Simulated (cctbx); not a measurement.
# What is wrong with this refinement?

Cell a = 6.6800 Å, b = 12.9380 Å, c = 6.9260 Å, α = 90.00°, β = 90.00°, γ = 90.00°; space group Pnma (no. 62). The compound is Ho2TiSi3GeRh2.

Simulated single-crystal data (cctbx): Mo Kα, λ = 0.71073 Å, to d = 0.65 Å, 70 % of the full sphere, strongest reflection 5000 counts, noise from counting, a 2 % proportional error and a noise floor of 4 counts (s.d.); no absorption.

An anisotropic refinement with weights 1/σ² prints:

```text
Rint 0.046, 1185 unique reflections to 0.65 A
cycle     R1     wR2    GooF  max shift (A)
   1  0.4073  0.6980  17.480   0.02754
   3  0.1857  0.4036  10.107   0.00010
final R1 0.1858 wR2 0.4036 GooF 10.107  parameters 45  data/parameter 26.3
atom        x        y        z      Ueq    occ   su(xyz)  su(Uiso or U11)
Rh1    0.00826  0.90438  0.17451  -0.0109  1.000  0.00031  0.0007  NPD
Ho1    0.34730  0.62410  0.83300   0.0356  1.000  0.00068  0.0019
Ge1    0.18882  0.25000  0.62341   0.0090  1.000  0.00122  0.0031
Ti1    0.83150  0.25000  0.48347   0.0069  1.000  0.00211  0.0053
Si1    0.95861  0.25000  0.13456   0.0118  1.000  0.00383  0.0083
Si2    0.31599  0.03923  0.04854   0.0078  1.000  0.00222  0.0055
difference map: max 56.79 min -16.25 rms 4.03
Q1    0.0019  0.0940  0.8242    8   59.05  0.07 A from Rh1
Q2    0.1501  0.6240  0.6762    8   14.33  1.43 A from Si2
Q3    0.1531  0.1260  0.3305    8   10.26  0.03 A from Ho1
Q4    0.1402  0.7500  0.4653    4    9.07  0.40 A from Ti1
Q5    0.1907  0.2500  0.5383    4    8.72  0.59 A from Ge1
Q6    0.1356  0.0569  0.3803    8    8.67  0.94 A from Ho1
```

**Question.** Can this result stand? If not, what is the likely fault?

Mend it. The fault: elements exchanged: Ho1 is Rh and Rh1 is Ho. Against the right model at the same level, R1 goes from 0.0186 to 0.1858 and GooF from 0.95 to 10.11, U of Rh1 shrinks from 0.0046 to -0.0109 Å², U of Ho1 swells from 0.0137 to 0.0356 Å², the top difference peak, 59.0 e/Å³, lies on Rh1 and Rh1 goes non-positive-definite. Ho1 has 22 electrons too many and its U swells to shed them, as expected; Rh1 has 22 electrons too few and its U shrinks to make up, as expected.

The compound is Ho2TiSi3GeRh2. The right model at the same level gives:

```text
Rint 0.046, 1185 unique reflections to 0.65 A
cycle     R1     wR2    GooF  max shift (A)
   1  0.0404  0.0811   2.030   0.00418
   2  0.0186  0.0378   0.947   0.00001
final R1 0.0186 wR2 0.0378 GooF 0.947  parameters 45  data/parameter 26.3
atom        x        y        z      Ueq    occ   su(xyz)  su(Uiso or U11)
Ho1    0.00745  0.90441  0.17459   0.0046  1.000  0.00003  0.0001
Rh1    0.34709  0.62453  0.83275   0.0137  1.000  0.00006  0.0002
Ge1    0.18923  0.25000  0.62401   0.0104  1.000  0.00011  0.0003
Ti1    0.83125  0.25000  0.48438   0.0098  1.000  0.00020  0.0005
Si1    0.95852  0.25000  0.13141   0.0127  1.000  0.00032  0.0007
Si2    0.31692  0.03912  0.04470   0.0082  1.000  0.00020  0.0005
difference map: max 1.97 min -1.92 rms 0.50
Q1    0.2159  0.1383  0.4149    8    2.03  0.73 A from Rh1
Q2    0.2054  0.2500  0.3782    4    1.98  1.69 A from Rh1
Q3    0.2258  0.0510  0.5729    8    1.86  1.22 A from Si2
Q4    0.0891  0.7500  0.6902    4    1.84  1.28 A from Si1
Q5    0.0771  0.2132  0.9638    8    1.84  1.48 A from Si1
Q6    0.1404  0.2132  0.1653    8    1.83  1.33 A from Si1
```

Isotropic U is held between 0.0001 and 1 Å² by the program, and listed peak heights are interpolated, so they can pass the grid's maximum.

The model was made for the exercise: a known structure type with other elements put in, its volume estimated, not relaxed; displacement parameters are assumed.

[Middle refinement cycles are left out of these outputs.]

[Logs are printed without paths, hosts, clocks, repeated set-up lines and the standing remarks that a program may print on its own settings, such as how far it seeks lower states.]
